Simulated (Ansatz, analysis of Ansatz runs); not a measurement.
# Monovacancy in Tl: vacancy formation against experiment

Subject: monovacancy in Tl. Wanted: its vacancy formation, in one set-up (PBE, 64-site cell, measured lattice, 420 eV, k: 4x4x4 Gamma-centred). The model is a cell of 64 host atoms with 1 Tl taken out. The formation energy is the energy of the cell with the vacancy less that of the same number of atoms in the perfect cell.

Measured beforehand: Vacancy formation energy: 0.46 eV, by a method that the citing table doesn't name (quoted in “Determination of the parameters of Heine and Abarenkov model potential in hcp crystals”, 2019, Arunoday Ghorai and Amitava Ghorai, 2019 (year inferred), quoting earlier work (1991)). The runs below try to reproduce this.

Method: plane-wave PAW DFT, PBE; relaxation of all atoms of a defect supercell, in Ansatz 0.2.0.

## 1. The starting structure

The cell holds 63 atoms: 63 Tl. Its edges and angles: a = 16.292 Å, b = 16.292 Å, c = 13.034 Å, α = 125.1°, β = 125.1°, γ = 94.6°. It derives from Tl (space group P6_3/mmc). Nearest the centre at fractional (0.479, 0.646, 0.500): Tl63 at 3.41 Å, Tl52 at 3.41 Å, Tl8 at 3.41 Å, Tl60 at 3.41 Å, Tl61 at 3.41 Å, Tl30 at 3.41 Å, Tl4 at 3.46 Å, Tl56 at 3.46 Å.

The host's primitive cell comes from a first run (plane-wave PAW DFT, PBE; relaxation of the host's atoms at the measured cell): vectors of 3.456, 3.456 and 5.525 Å. That is 28.57 Å³ an atom. The supercell is built on it.

## 2. Relaxation, charge 0

Every later number rests on the structure around the defect, so the atoms are relaxed at the host's lattice first.

The input, relax/input.yaml:

```yaml
relax:
  f_tol: 0.02
  max_steps: 80
  escape_saddle: false
crystal:
  lattice:
    - [-10.36800001, 5.9859676, 11.05]
    - [10.36800001, -5.9859676, 11.05]
    - [3.456, 5.9859676, -11.05]
  atoms:
    - { symbol: Tl, position: [0.229166667, 0.145833333, 0.25] }
    - { symbol: Tl, position: [0.229166667, 0.395833333, 0.0] }
    - { symbol: Tl, position: [0.479166667, 0.145833333, 0.0] }
    - { symbol: Tl, position: [0.479166667, 0.395833333, 0.25] }
    - { symbol: Tl, position: [0.020833333, 0.104166667, 0.25] }
    - { symbol: Tl, position: [0.020833333, 0.354166667, 0.0] }
    - { symbol: Tl, position: [0.270833333, 0.104166667, 0.0] }
    - { symbol: Tl, position: [0.270833333, 0.354166667, 0.25] }
    - { symbol: Tl, position: [0.229166667, 0.145833333, 0.75] }
    - { symbol: Tl, position: [0.229166667, 0.395833333, 0.5] }
    - { symbol: Tl, position: [0.479166667, 0.145833333, 0.5] }
    - { symbol: Tl, position: [0.479166667, 0.395833333, 0.75] }
    - { symbol: Tl, position: [0.020833333, 0.104166667, 0.75] }
    - { symbol: Tl, position: [0.020833333, 0.354166667, 0.5] }
    - { symbol: Tl, position: [0.270833333, 0.104166667, 0.5] }
    - { symbol: Tl, position: [0.270833333, 0.354166667, 0.75] }
    - { symbol: Tl, position: [0.229166667, 0.645833333, 0.25] }
    - { symbol: Tl, position: [0.229166667, 0.895833333, 0.0] }
    - { symbol: Tl, position: [0.479166667, 0.645833333, 0.0] }
    - { symbol: Tl, position: [0.479166667, 0.895833333, 0.25] }
    - { symbol: Tl, position: [0.020833333, 0.604166667, 0.25] }
    - { symbol: Tl, position: [0.020833333, 0.854166667, 0.0] }
    - { symbol: Tl, position: [0.270833333, 0.604166667, 0.0] }
    - { symbol: Tl, position: [0.270833333, 0.854166667, 0.25] }
    - { symbol: Tl, position: [0.229166667, 0.645833333, 0.75] }
    - { symbol: Tl, position: [0.229166667, 0.895833333, 0.5] }
    - { symbol: Tl, position: [0.479166667, 0.895833333, 0.75] }
    - { symbol: Tl, position: [0.020833333, 0.604166667, 0.75] }
    - { symbol: Tl, position: [0.020833333, 0.854166667, 0.5] }
    - { symbol: Tl, position: [0.270833333, 0.604166667, 0.5] }
    - { symbol: Tl, position: [0.270833333, 0.854166667, 0.75] }
    - { symbol: Tl, position: [0.729166667, 0.145833333, 0.25] }
    - { symbol: Tl, position: [0.729166667, 0.395833333, 0.0] }
    - { symbol: Tl, position: [0.979166667, 0.145833333, 0.0] }
    - { symbol: Tl, position: [0.979166667, 0.395833333, 0.25] }
    - { symbol: Tl, position: [0.520833333, 0.104166667, 0.25] }
    - { symbol: Tl, position: [0.520833333, 0.354166667, 0.0] }
    - { symbol: Tl, position: [0.770833333, 0.104166667, 0.0] }
    - { symbol: Tl, position: [0.770833333, 0.354166667, 0.25] }
    - { symbol: Tl, position: [0.729166667, 0.145833333, 0.75] }
    - { symbol: Tl, position: [0.729166667, 0.395833333, 0.5] }
    - { symbol: Tl, position: [0.979166667, 0.145833333, 0.5] }
    - { symbol: Tl, position: [0.979166667, 0.395833333, 0.75] }
    - { symbol: Tl, position: [0.520833333, 0.104166667, 0.75] }
    - { symbol: Tl, position: [0.520833333, 0.354166667, 0.5] }
    - { symbol: Tl, position: [0.770833333, 0.104166667, 0.5] }
    - { symbol: Tl, position: [0.770833333, 0.354166667, 0.75] }
    - { symbol: Tl, position: [0.729166667, 0.645833333, 0.25] }
    - { symbol: Tl, position: [0.729166667, 0.895833333, 0.0] }
    - { symbol: Tl, position: [0.979166667, 0.645833333, 0.0] }
    - { symbol: Tl, position: [0.979166667, 0.895833333, 0.25] }
    - { symbol: Tl, position: [0.520833333, 0.604166667, 0.25] }
    - { symbol: Tl, position: [0.520833333, 0.854166667, 0.0] }
    - { symbol: Tl, position: [0.770833333, 0.604166667, 0.0] }
    - { symbol: Tl, position: [0.770833333, 0.854166667, 0.25] }
    - { symbol: Tl, position: [0.729166667, 0.645833333, 0.75] }
    - { symbol: Tl, position: [0.729166667, 0.895833333, 0.5] }
    - { symbol: Tl, position: [0.979166667, 0.645833333, 0.5] }
    - { symbol: Tl, position: [0.979166667, 0.895833333, 0.75] }
    - { symbol: Tl, position: [0.520833333, 0.604166667, 0.75] }
    - { symbol: Tl, position: [0.520833333, 0.854166667, 0.5] }
    - { symbol: Tl, position: [0.770833333, 0.604166667, 0.5] }
    - { symbol: Tl, position: [0.770833333, 0.854166667, 0.75] }
basis:
  ecutwfc: 420
  xc_grid: 2
hamiltonian:
  xc: pbe
kpoints:
  mp_grid: { grid: [4, 4, 4] }
scf:
  occupations: { method: methfessel_paxton, width: 0.1 }
  max_iter: 120
output:
  forces: true
checkpoint:
  write: "../relax.run"
  compress: false
  write_wavefunctions: true
  write_every: 100000
```

Launch:

```
$ ansatz run input.yaml --threads 4 --pin off --max-ram 14131MiB --backend cpu --events-out ev --progress --plain --runs-dir out
```

Numbers of over 12 decimals in the logs are rounded to 6 here.

What it wrote:

```text
[... repeated set-up lines and file paths are left out, and long positions are rounded to six places ...]
Engine: ansatz 0.2.0, aarch64-unknown-linux-gnu
Pseudopotentials: kind: paw
Pseudopotential: Tl, paw, valence charge 13, recommended cutoff 420 eV (normal), Tl.paw.azcp
Functional definition: PBE
  parameter kappa = 0.804
  parameter beta = 0.066725
  exchange = pbe_x(kappa = kappa, mu = beta*pi^2/3)
  correlation = pbe_c(beta = beta)
Crystal: 63 atoms, lattice volume = 1828.775 Å³
Basis set: ecut = 420 eV, 35703 PW (Γ), exchange–correlation on 240×240×180 points (8 copies of the dense FFT grid, shifted against one another)
Bands: 492, of which v1, the nominal top of the filled ones, is band 410 counted from 1 (409 counted from 0)
Symmetry: 4 space group operations
Space group: Fmm2 (ITA 42), of the structure as read, at distance tolerance 1.2e-4 Å
k-points: 18 of 64 (time reversal used)
Non-local potential: Tl, projectors of the file, l = 0: 2, l = 1: 2, l = 2: 2, l = 3: 1
PAW form: soft (Blöchl's): semilocal exchange-correlation on the pseudo side does not see the compensation charge
PAW one-centre angular grid: Tl, 590 points (default); XC on 64 Gauss nodes
Initial density: superposition of atomic densities (neutral atoms: chi_scale 0, normalization atom), corrected by the library's trained network
Initial wavefunctions: pseudopotential atomic-orbital guess
Functional: x = pbe(κ = 0.804, μ = 0.219515), c = pbe(β = 0.066725)
SCF iter   1: F=—  HF=-720979.630690 eV  |F-HF|=—  |Δ(HF+E_count)|=         —  Δρ=7.24e-4  dr2=2.29e-2  ethr=1.77e-3  ⟨swp⟩=6.0  Hψ=35661  notcnv=0  defer=1
preconditioner: auto → Kerker (q_TF=auto, 2.386 Å⁻¹)  [metal: Δε(μ)=0.008 eV  Ē_g=12.385 eV  σ=0.100 eV  W_gap=0.06  n_scr=404 (ndim 8)  ℏωp=24.8 eV  f_vac=0.007  D(μ)=33.72/eV (n_scr^D=188)]
SCF iter   2: F=—  HF=-720979.593755 eV  |F-HF|=—  |Δ(HF+E_count)|=   3.69e-2  S|Δr|=    0.00e0  Δρ=4.77e-4  dr2=1.15e-2  ethr=2.80e-6  ⟨swp⟩=2.0  Hψ=17552  notcnv=0  defer=10
SCF iter   3: F=—  HF=-720979.593605 eV  |F-HF|=—  |Δ(HF+E_count)|=   1.50e-4  S|Δr|=    0.00e0  Δρ=8.60e-5  dr2=4.55e-4  ethr=1.41e-6  ⟨swp⟩=2.0  Hψ=9138  notcnv=0  defer=10
SCF iter   4: F=—  HF=-720979.594319 eV  |F-HF|=—  |Δ(HF+E_count)|=   7.13e-4  S|Δr|=    0.00e0  Δρ=4.12e-5  dr2=5.21e-5  ethr=5.56e-8  ⟨swp⟩=3.0  Hψ=16792  notcnv=0  defer=10
SCF iter   5: F=—  HF=-720979.594343 eV  |F-HF|=—  |Δ(HF+E_count)|=   2.40e-5  S|Δr|=    0.00e0  Δρ=1.06e-5  dr2=1.33e-5  ethr=1.22e-9  ⟨swp⟩=4.0  Hψ=23818  notcnv=0
SCF iter   6: F=-720979.594344 eV  HF=-720979.594344 eV  |F-HF|=2.20e-7  |Δ(HF+E_count)|=   1.51e-6  S|Δr|=    0.00e0  Δρ=6.19e-6  dr2=4.30e-6  ethr=1.22e-9  ⟨swp⟩=3.0  Hψ=23669  notcnv=0
SCF 1 converged in 6 iterations: F = -720979.594344 eV  dr2 = 4.30e-6
  greatest PAW one-centre occupation: 0.963 electrons in one spin orbital (limit 2), on the Tl atom at site 26 (counted from 0), in its partial waves of l = 2
relax step   1: F+E_penalty+E_count = -720979.59434385 eV  Δ(F+E_penalty+E_count) = +0.000e0 eV  max|allowed force component| = 1.862e-1 eV/Å  Δτ_max = 0.0000 Å  (6 SCF iters, dr2 threshold 1.00e-5 eV, accepted)
[... the SCF cycles and remarks between the steps are left out from here to the last step ...]
relax step   2: F+E_penalty+E_count = -720979.68307494 eV  Δ(F+E_penalty+E_count) = -8.873e-2 eV  max|allowed force component| = 3.842e-2 eV/Å  Δτ_max = 0.0651 Å  (7 SCF iters, dr2 threshold 2.17e-6 eV, accepted)
SCF iter   1: F=—  HF=-720979.692550 eV  |F-HF|=—  |Δ(HF+E_count)|=         —  Δρ=3.52e-4  dr2=3.22e-3  ethr=5.36e-6  ⟨swp⟩=6.0  Hψ=26086  notcnv=0  defer=456
SCF iter   2: F=—  HF=-720979.692335 eV  |F-HF|=—  |Δ(HF+E_count)|=   2.14e-4  S|Δr|=    0.00e0  Δρ=2.09e-4  dr2=1.88e-3  ethr=3.93e-7  ⟨swp⟩=1.0  Hψ=10188  notcnv=0  defer=455
SCF iter   3: F=—  HF=-720979.692117 eV  |F-HF|=—  |Δ(HF+E_count)|=   2.18e-4  S|Δr|=    0.00e0  Δρ=3.63e-5  dr2=1.51e-4  ethr=2.29e-7  ⟨swp⟩=2.0  Hψ=8353  notcnv=0  defer=455
SCF iter   4: F=—  HF=-720979.692117 eV  |F-HF|=—  |Δ(HF+E_count)|=   1.07e-7  S|Δr|=    0.00e0  Δρ=1.16e-5  dr2=2.72e-5  ethr=1.85e-8  ⟨swp⟩=2.0  Hψ=8397  notcnv=0  defer=455
SCF iter   5: F=—  HF=-720979.692856 eV  |F-HF|=—  |Δ(HF+E_count)|=   7.39e-4  S|Δr|=    0.00e0  Δρ=6.10e-6  dr2=3.15e-6  ethr=3.32e-9  ⟨swp⟩=2.0  Hψ=8969  notcnv=0  defer=455
SCF iter   6: F=—  HF=-720979.692856 eV  |F-HF|=—  |Δ(HF+E_count)|=   5.37e-7  S|Δr|=    0.00e0  Δρ=3.30e-6  dr2=9.22e-7  ethr=3.85e-10  ⟨swp⟩=2.0  Hψ=9290  notcnv=0  defer=455
SCF iter   7: F=—  HF=-720979.692857 eV  |F-HF|=—  |Δ(HF+E_count)|=   5.05e-7  S|Δr|=    0.00e0  Δρ=1.50e-6  dr2=1.08e-7  ethr=1.13e-10  ⟨swp⟩=2.1  Hψ=9392  notcnv=0  defer=455
SCF iter   8: F=-720979.692857 eV  HF=-720979.692857 eV  |F-HF|=1.43e-8  |Δ(HF+E_count)|=   1.23e-7  S|Δr|=    0.00e0  Δρ=5.55e-7  dr2=1.41e-8  ethr=1.22e-11  ⟨swp⟩=4.0  Hψ=24380  notcnv=0
SCF 3 converged in 8 iterations: F = -720979.692857 eV  dr2 = 1.41e-8
relax step   3: F+E_penalty+E_count = -720979.69285690 eV  Δ(F+E_penalty+E_count) = -9.782e-3 eV  max|allowed force component| = 1.145e-2 eV/Å  Δτ_max = 0.0328 Å  (8 SCF iters, accepted)
NSCF: frozen V_eff on 18 k-points
the band table was solved once a step of the walk had ended and its energy, with any forces and stress, was formed, with the checks that follow a solve (28648 applications of the Hamiltonian). They found nothing against the state; [...]
SCF converged after 8 iterations
Stability not checked: this state was not tested for a lower state beside it, because cold or Methfessel-Paxton smearing, or corrected tetrahedra, fill the levels in a way that the test cannot read (fill_not_monotonic; see scf.lower_state_search)
Free energy (F): -720979.692857 eV
Harris-Foulkes:  -720979.692857 eV  (|F-HF|=1.43e-8)
Internal energy: -720979.680653 eV  (E = F + TS)
E sigma→0 (E₀):  -720979.689806 eV
Entropy (-TS):   -0.012204 eV (-0.194 meV/atom)
Fermi energy:    10.234805 eV
--- Per-component energies (eV) ---
  E_band       = 338.024522
  E_kinetic    = 21033.078546
  E_local      = -56239.333129  (includes V_loc(G=0)·N_el)
  E_nonlocal   = 19979.392125
  E_hartree    = 20855.174717
  E_xc         = -14547.915488
  E_vxc        = -8970.971062  (∫ρ·V_xc dr)
  E_paw        = -640336.430056  (= ΣΔE_a)
  E_vpaw       = -17174.496360  (= ΣTr[D̂ρ^β])
  E_aug_tail   = 0.002119  (compensation charges beyond the density's cutoff)
  E_ewald      = -71723.649486
  E_smearing   = -0.012204  (= −TS)
  E_closure    = -0.000000  (closes the sum)
  Σ components = -720979.692857   (vs F -720979.692857, Δ=0.00e0)
--- Forces (eV/Å), atoms counted from 1 ---
  atom   1  Tl     0.00100093    -0.00127956     0.00270971
  atom   2  Tl     0.00186666    -0.00930088     0.00000000
  [... 1 atom left out ...]
  atom   4  Tl    -0.00776244     0.00468756     0.00000000
  [... 3 atoms left out ...]
  atom   8  Tl    -0.00495384    -0.00403197    -0.00354645
  [... 21 atoms left out ...]
  atom  30  Tl     0.00581065    -0.00335478     0.00079789
  [... 18 atoms left out ...]
  atom  49  Tl     0.00898813     0.00303387     0.00000000
  [... 2 atoms left out ...]
  atom  52  Tl    -0.00495384    -0.00403197     0.00354645
  [... 3 atoms left out ...]
  atom  56  Tl    -0.00794077     0.00437869     0.00000000
  [... 3 atoms left out ...]
  atom  60  Tl     0.00101487     0.00630613    -0.00354645
  atom  61  Tl     0.00581065    -0.00335478    -0.00079789
  [... 1 atom left out ...]
  atom  63  Tl     0.00101487     0.00630613     0.00354645
  max |Σ_I F_I| component: 9.06e-7 eV/Å
--- Band table (eV; the first three rows and the last of 18) ---
  k-point 0: bands = ["-1.7272", "-1.7229", "-1.7226", "-1.6129", [... 484 left out ...] "14.5426", "14.7406", "14.8687", "14.8736"]
  k-point 1: bands = ["-1.6871", "-1.6843", "-1.6528", "-1.6297", [... 484 left out ...] "14.8592", "14.9365", "14.9657", "14.9840"]
  [... further k-points left out ...]
--- Relaxed structure (3 steps of the walk, 3 accepted, 0 SCFs on fresh bases) ---
  F+E_penalty+E_count = -720979.69285690 eV   max|allowed force component| = 1.145e-2 eV/Å
  atoms:
    - { symbol: Tl, position: [0.230066, 0.147571, 0.250343] }
    - { symbol: Tl, position: [0.235360, 0.401918, 0.012278] }
    [... 1 atom left out ...]
    - { symbol: Tl, position: [0.479286, 0.401462, 0.255748] }
    [... 3 atoms left out ...]
    - { symbol: Tl, position: [0.275935, 0.362174, 0.256703] }
    [... 21 atoms left out ...]
    - { symbol: Tl, position: [0.276835, 0.605127, 0.5] }
    [... 18 atoms left out ...]
    - { symbol: Tl, position: [0.723082, 0.889640, -0.012278] }
    [... 2 atoms left out ...]
    - { symbol: Tl, position: [0.519530, 0.605768, 0.256703] }
    [... 3 atoms left out ...]
    - { symbol: Tl, position: [0.723538, 0.645714, 0.744252] }
    [... 3 atoms left out ...]
    - { symbol: Tl, position: [0.519232, 0.605470, 0.743297] }
    - { symbol: Tl, position: [0.519873, 0.848165, 0.5] }
    [... 1 atom left out ...]
    - { symbol: Tl, position: [0.762826, 0.849065, 0.743297] }
```

Wall time 36 min (4 threads of Arm Neoverse V2, shared host); peak memory 13 GiB; 2.3 h of CPU time.

Step by step:

| step | energy less that of the first step (eV) | largest force component (eV/Å) |
| --- | --- | --- |
| 1 | 0.0000 | 0.1862 |
| 2 | -0.0887 | 0.0384 |
| 3 | -0.0985 | 0.0114 |

Forces are held to the 4 operations that the run works with; a distortion that breaks them can't arise in this run.

The atoms that moved most (Å):

| atom | dx | dy | dz | length |
| --- | --- | --- | --- | --- |
| Tl30 | -0.052 | 0.030 | 0.077 | 0.098 |
| Tl61 | -0.052 | 0.030 | -0.077 | 0.098 |
| Tl52 | 0.053 | 0.023 | -0.071 | 0.091 |
| Tl63 | 0.007 | -0.058 | -0.071 | 0.091 |
| Tl60 | 0.007 | -0.058 | 0.071 | 0.091 |
| Tl8 | 0.053 | 0.023 | 0.071 | 0.091 |
| Tl2 | 0.041 | 0.074 | 0.000 | 0.085 |
| Tl49 | -0.044 | -0.073 | 0.000 | 0.085 |

Neighbours of the ideal centre at the end:

| atom | distance (Å) |
| --- | --- |
| Tl30 | 3.310 |
| Tl61 | 3.310 |
| Tl52 | 3.317 |
| Tl63 | 3.317 |
| Tl60 | 3.317 |
| Tl8 | 3.317 |
| Tl2 | 3.371 |
| Tl49 | 3.371 |
| Tl27 | 3.377 |
| Tl17 | 3.377 |
| Tl4 | 3.379 |
| Tl56 | 3.379 |

Numbers from this step:

```yaml
free_energy: -720979.6929 eV
smearing_term_ts: 0.01220 eV
```

## 3. Defect-free supercell

The perfect cell is run with the same cutoff and k-points as the defect cell, so that sampling errors largely cancel in the difference.

This step: plane-wave PAW DFT, PBE; single point of the defect-free supercell.

System of this step: The cell holds 64 atoms: 64 Tl. Its edges and angles: a = 16.292 Å, b = 16.292 Å, c = 13.034 Å, α = 125.1°, β = 125.1°, γ = 94.6°.

The input, host/input.yaml:

```yaml
crystal:
  lattice:
    - [-10.3680000078, 5.9859675955, 11.05]
    - [10.3680000078, -5.9859675955, 11.05]
    - [3.4560000026, 5.9859675955, -11.05]
  atoms:
    - { symbol: Tl, position: [0.2291666667, 0.1458333333, 0.25] }
    - { symbol: Tl, position: [0.2291666667, 0.3958333333, 0.0] }
    - { symbol: Tl, position: [0.4791666667, 0.1458333333, 0.0] }
    - { symbol: Tl, position: [0.4791666667, 0.3958333333, 0.25] }
    - { symbol: Tl, position: [0.0208333333, 0.1041666667, 0.25] }
    - { symbol: Tl, position: [0.0208333333, 0.3541666667, 0.0] }
    - { symbol: Tl, position: [0.2708333333, 0.1041666667, 0.0] }
    - { symbol: Tl, position: [0.2708333333, 0.3541666667, 0.25] }
[... 50 atom lines left out ...]
    - { symbol: Tl, position: [0.9791666667, 0.6458333333, 0.5] }
    - { symbol: Tl, position: [0.9791666667, 0.8958333333, 0.75] }
    - { symbol: Tl, position: [0.5208333333, 0.6041666667, 0.75] }
    - { symbol: Tl, position: [0.5208333333, 0.8541666667, 0.5] }
    - { symbol: Tl, position: [0.7708333333, 0.6041666667, 0.5] }
    - { symbol: Tl, position: [0.7708333333, 0.8541666667, 0.75] }
basis:
  ecutwfc: 420
  xc_grid: 2
hamiltonian:
  xc: pbe
kpoints:
  mp_grid: { grid: [4, 4, 4] }
scf:
  occupations: { method: methfessel_paxton, width: 0.1 }
  max_iter: 120
output:
  forces: true
```

What it wrote:

```text
[...]
Crystal: 64 atoms, lattice volume = 1828.775 Å³
Basis set: ecut = 420 eV, 35703 PW (Γ), exchange–correlation on 240×240×180 points (8 copies of the dense FFT grid, shifted against one another)
Bands: 480, of which v1, the nominal top of the filled ones, is band 416 counted from 1 (415 counted from 0)
Symmetry: 256 space group operations
[...]
k-points: 18 of 64
[...]
SCF iter   1: F=—  HF=-732423.987336 eV  |F-HF|=—  |Δ(HF+E_count)|=         —  Δρ=6.48e-4  dr2=9.58e-3  ethr=1.77e-3  ⟨swp⟩=6.0  Hψ=34759  notcnv=0  defer=6
[...]
SCF iter   5: F=-732423.975012 eV  HF=-732423.975012 eV  |F-HF|=2.83e-7  |Δ(HF+E_count)|=   1.42e-5  S|Δr|=    0.00e0  Δρ=3.90e-6  dr2=2.71e-7  ethr=1.20e-10  ⟨swp⟩=4.0  Hψ=25087  notcnv=0
SCF 1 converged in 5 iterations: F = -732423.975012 eV  dr2 = 2.71e-7
[...]
SCF converged after 5 iterations
[...]
Free energy (F): -732423.975012 eV
[...]
Internal energy: -732423.966335 eV  (E = F + TS)
E sigma→0 (E₀):  -732423.972843 eV
Entropy (-TS):   -0.008677 eV (-0.136 meV/atom)
Fermi energy:    10.456593 eV
Step filling:    the computed levels leave a gap of 0.0000 eV = 0.0 smearing widths at the electron count; against every level under it full and every level over it empty, smearing changes F+E_penalty+E_count by -5.431 meV and its σ→0 estimate by -3.262 meV
[...]
--- Forces (eV/Å), atoms counted from 1 ---
  atom   1  Tl    -0.00075399     0.00043532    -0.00000000
  atom   2  Tl    -0.00075399     0.00043532    -0.00000000
  atom   3  Tl    -0.00075399     0.00043532    -0.00000000
  atom   4  Tl    -0.00075399     0.00043532    -0.00000000
  atom   5  Tl     0.00075399    -0.00043532     0.00000000
  atom   6  Tl     0.00075399    -0.00043532     0.00000000
  atom   7  Tl     0.00075399    -0.00043532    -0.00000000
  atom   8  Tl     0.00075399    -0.00043532    -0.00000000
[...]
atom  61  Tl     0.00075399    -0.00043532    -0.00000000
  atom  62  Tl     0.00075399    -0.00043532     0.00000000
  atom  63  Tl     0.00075399    -0.00043532     0.00000000
  atom  64  Tl     0.00075399    -0.00043532    -0.00000000
  max |Σ_I F_I| component: 4.11e-17 eV/Å
```

Wall time 3.9 min (4 threads); peak memory 11 GiB.

Reading the cycles: dr2 is the Hartree energy of the density residual (eV), the measure of convergence; HF is the Harris–Foulkes estimate of the energy, which meets the free energy F at convergence.

Numbers from this step:

```
free energy      : -732423.9750 eV
smearing term TS : 0.008677 eV
```

## 4. Outcome

This set-up is not sound: off the functional's own lattice the cell is under pressure, and the pressure times the atomic volume enters this difference of energies. For the record: Vacancy formation energy: computed 0.16 eV, measured 0.46 eV; 0.30 eV below the measurement.

[Logs are printed without paths, hosts, clocks, repeated set-up lines and the standing remarks that a program may print on its own settings, such as how far it seeks lower states.]

[Hosts, paths, dates, database ids (printed as entryN), source tags and the programs' standing remarks are cut or masked in the printed files.]

[For some hosts the program warned that the k-mesh of the response run may be too coarse for force constants and the static dielectric constant; such warnings are not shown here.]
